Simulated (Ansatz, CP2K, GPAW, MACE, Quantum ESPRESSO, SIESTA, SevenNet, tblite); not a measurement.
# GPAW on twisted graphene bilayer, 46.83° (76 atoms): settings against a plane-wave reference, part 2 of 2

Wanted: GPAW inputs and outputs for twisted graphene bilayer, 46.83° (76 atoms), checked against a plane-wave reference.

Program: GPAW 26.7.0; the method stands at each step. Banners, paths, timers and routine set-up lines are dropped from the logs unmarked, and long logs keep their key lines alone; longer cuts are marked.

So far. Step 4 (PBE, LCAO sz(dzp), h 0.2 Å): Against the first run (7.1 %), the force difference from the reference is 31 %, at 0.39 times the CPU time, with 304 basis functions against 988: the smaller basis costs accuracy. Step 5 (PBE, LCAO dzp, h 0.2 Å, other mixer settings): Against the first run (7.1 %), the force difference from the reference is 7.1 %, at 1.4 times the CPU time (14 SCF steps against 9): another solver or mixer reaches the same state.

### Step 6. PBE, LCAO szp(dzp), h 0.2 Å

Method: Kohn-Sham DFT, PBE, PAW, atomic orbitals (szp(dzp)).

run.py reads:

```python
import numpy as np
from ase.io import read
from gpaw import GPAW, FermiDirac

atoms = read("structure.xyz")
atoms.calc = GPAW(
    mode="lcao",
    basis="szp(dzp)",
    h=0.2,
    xc="PBE",
    kpts={"size": (1, 1, 1), "gamma": True},
    occupations=FermiDirac(0.05),
    maxiter=200,
    symmetry={"point_group": False},
    txt="gpaw.txt",
)
energy = atoms.get_potential_energy(force_consistent=True)
forces = atoms.get_forces()
print(f"energy {energy:.6f} eV")
print("forces (eV/A)")
for i, (a, f) in enumerate(zip(atoms, forces)):
    print(f"{i:4d} {a.symbol:2s} {f[0]:10.5f} {f[1]:10.5f} {f[2]:10.5f}")
print(f"Fermi level {atoms.calc.get_fermi_level():.4f} eV")
for k in range(len(atoms.calc.get_ibz_k_points())):
    for s in range(atoms.calc.get_number_of_spins()):
        e = atoms.calc.get_eigenvalues(kpt=k, spin=s)
        n = np.searchsorted(e, atoms.calc.get_fermi_level())
        print(f"k {k} spin {s} levels about the Fermi level:", np.round(e[max(n - 6, 0):n], 4).tolist(), "|", np.round(e[n:n + 6], 4).tolist())
```

structure.xyz reads:

```xyz
76
Lattice="10.72290 0.00000 0.00000 -5.36145 9.28630 0.00000 0.00000 0.00000 15.53000" Properties=species:S:1:pos:R:3 pbc="T T T"
[... 76 atom lines left out: the same atoms as in the first run ...]
```

The run is started by

```bash
> OMP_NUM_THREADS=1 python run.py > output.txt
```

Numbers of over 12 decimals in the logs are rounded to 6 here.

What it wrote:

```text
energy -605.165368 eV
forces (eV/A)
   0 C    -1.30900    4.36017    1.01457
   1 C    -0.76915   -3.53093    0.12876
   2 C     2.46963   -0.22345    0.19030
   3 C    -2.44543   -4.28581   -0.81865
   4 C     0.66139    1.41862    0.07053
   5 C    -0.80031    3.63662    0.36412
[...]
73 C    -3.79833    1.85926   -0.15761
  74 C     5.68263    1.77889   -0.06678
  75 C    -1.33120    3.00238    0.60014
Fermi level -1.1883 eV
k 0 spin 0 levels about the Fermi level: [-3.6601, -3.5506, -3.4987, -3.4937, -3.3969, -3.2538] | [0.0343, 0.0577, 0.2088, 0.2391, 0.3294, 0.4085]
```

gpaw.txt:

```text
Input parameters:
  mode=LCAO(),
  basis={'default': 'szp(dzp)'},
  h=0.2,
  kpts=MonkhorstPack(size=(1, 1, 1), gamma=True),
  maxiter=200,
  occupations=Occupations(name='fermi-dirac', width=0.05, fixmagmom=False),
[... lines left out ...]
  Fermi-Dirac:
[... lines left out ...]
convergence criteria:
- Maximum [total energy] change in last 3 cyles: 0.0005 eV / valence electron
[... lines left out ...]
Converged in 9 steps
[... lines left out ...]
  Free energy:    -605.165368
[... lines left out ...]
Fermi level: -1.188
[... lines left out ...]
|        ... |               |           |
|        186 |         5.661 |     0.000 |
Gap: 3.288 eV
Transition (v -> c):
  (s=0, k=0, n=151, [0.00, 0.00, 0.00]) -> (s=0, k=0, n=152, [0.00, 0.00, 0.00])
No difference between direct/indirect transitions
Force computation time: 6.943  # s
timing:  # [seconds]
  Total:  42.768  # ━━━━━━━━━━━━━━━━━━━━━━━━━━━━━━━━━━━━━━━━━━━━━━━━━━━━━━━━━
  Init:    5.038  # ━━━━━━╸
  SCF:    30.764  # ━━━━━━━━━━━━━━━━━━━━━━━━━━━━━━━━━━━━━━━━━
  Forces:  6.943  # ━━━━━━━━━╸
```

Wall time 44 s (1 thread of Arm Neoverse V2, shared host); peak memory 0.81 GiB.

Numbers from this run, and their distance from the reference:

- r.m.s. force component: 3.212 eV/Å
- r.m.s. difference of force components: 387.9 meV/Å
- longest difference of force vectors: 1257 meV/Å
- force difference over r.m.s. force: 13.03 %
- slope of forces against the reference's: 1.073
- correlation of force components: 0.995

This is a coarse setting, run to see what it loses.

Against the first run (7.1 %), the force difference from the reference is 13 %, at 0.81 times the CPU time, with 684 basis functions against 988: the smaller basis costs accuracy.

### Step 7. All runs compared

Differences are against the plane-wave reference, forces as r.m.s. over components; share is that over the reference's r.m.s. force, slope the least-squares factor from reference forces to these. Total energies of different programs have different zeros and aren't compared.

| run | Δ force, r.m.s. (meV/Å) | share (%) | slope | cores | CPU time | memory (GiB) |
| --- | --- | --- | --- | --- | --- | --- |
| reference | - | - | - | 8 | 45 s | 1.4 |
| GPAW PBE, LCAO dzp, h 0.2 Å | 212 | 7.11 | 1.061 | 1 | 54 s | 0.84 |
| GPAW PBE, plane waves 450 eV | 15.6 | 0.523 | 1.004 | 2 | 2.6 min | 1.3 |
| GPAW PBE, LCAO sz(dzp), h 0.2 Å (coarse) | 912 | 30.6 | 1.258 | 1 | 21 s | 0.68 |
| GPAW PBE, LCAO dzp, h 0.2 Å, other mixer settings | 212 | 7.11 | 1.061 | 1 | 76 s | 0.76 |
| GPAW PBE, LCAO szp(dzp), h 0.2 Å (coarse) | 388 | 13.0 | 1.073 | 1 | 44 s | 0.81 |

Rows marked coarse were listed beforehand as settings not expected to be converged; some can still land near the reference.

CPU time is summed over cores on a shared host, where runs went side by side, so it is rough. Symmetry, cutoffs, thresholds, outputs and thread counts weren't matched or tuned between programs; memory under MPI is the largest rank's times the ranks.

Within one program, basis, potentials and functional, energies share a zero. Each run against its twin at the usual cutoff or grid and solver:

| run | twin | Δ energy (meV/atom) | Δ force, r.m.s. (meV/Å) | CPU time over the twin's |
| --- | --- | --- | --- | --- |
| GPAW PBE, LCAO dzp, h 0.2 Å, other mixer settings | LCAO dzp, h 0.2 Å | 0 | 1.18 | 1.4 |

### Step 8. Results

```json
{
 "nearest in forces": "GPAW PBE, plane waves 450 eV, 0.52 %",
 "its CPU time": "2.6 min"
}
```

What this shows: PBE on plane waves or a grid with other potentials, cutoffs or grids, coarse settings apart, differs from the reference by 0.52 % (GPAW PBE, plane waves 450 eV) of the r.m.s. force; this holds the reference's own error, so differences of a few per cent don't tell which side is nearer the exact PBE result. The PBE runs in local orbitals, coarse settings apart, differ by 7.1 % in each run; basis, grid and potentials can all enter. Runs with settings chosen to be coarse differ by 13 % (GPAW PBE, LCAO szp(dzp), h 0.2 Å) to 31 % (GPAW PBE, LCAO sz(dzp), h 0.2 Å), their programs' other errors included. One electronic-structure run takes under half the reference's CPU time: GPAW PBE, LCAO sz(dzp), h 0.2 Å, at 31 % in 21 s against 45 s. GPAW PBE, LCAO sz(dzp), h 0.2 Å stiffens the forces by a factor of 1.26 while following their directions (correlation 0.991); the slopes of the 5 GPAW runs lie between 1.00 and 1.26. The reference's PBE has no dispersion term, which matters for the binding between molecules or layers. One k-point is far too coarse for the carbon or group-IV sheet, and it can put spurious forces of up to about 1 eV/Å on the sheet's atoms. The electronic-structure runs sample only Γ, in a cell whose shortest periodic width is 9 Å.

[Also dropped from logs without a mark: logging warnings of Python, and SIESTA's first energy breakdown and zero terms.]

[Logs are printed without paths, hosts, clocks, repeated set-up lines and the standing remarks that a program may print on its own settings, such as how far it seeks lower states.]

[Hosts, paths, dates, database ids (printed as entryN), source tags and the programs' standing remarks are cut or masked in the printed files.]
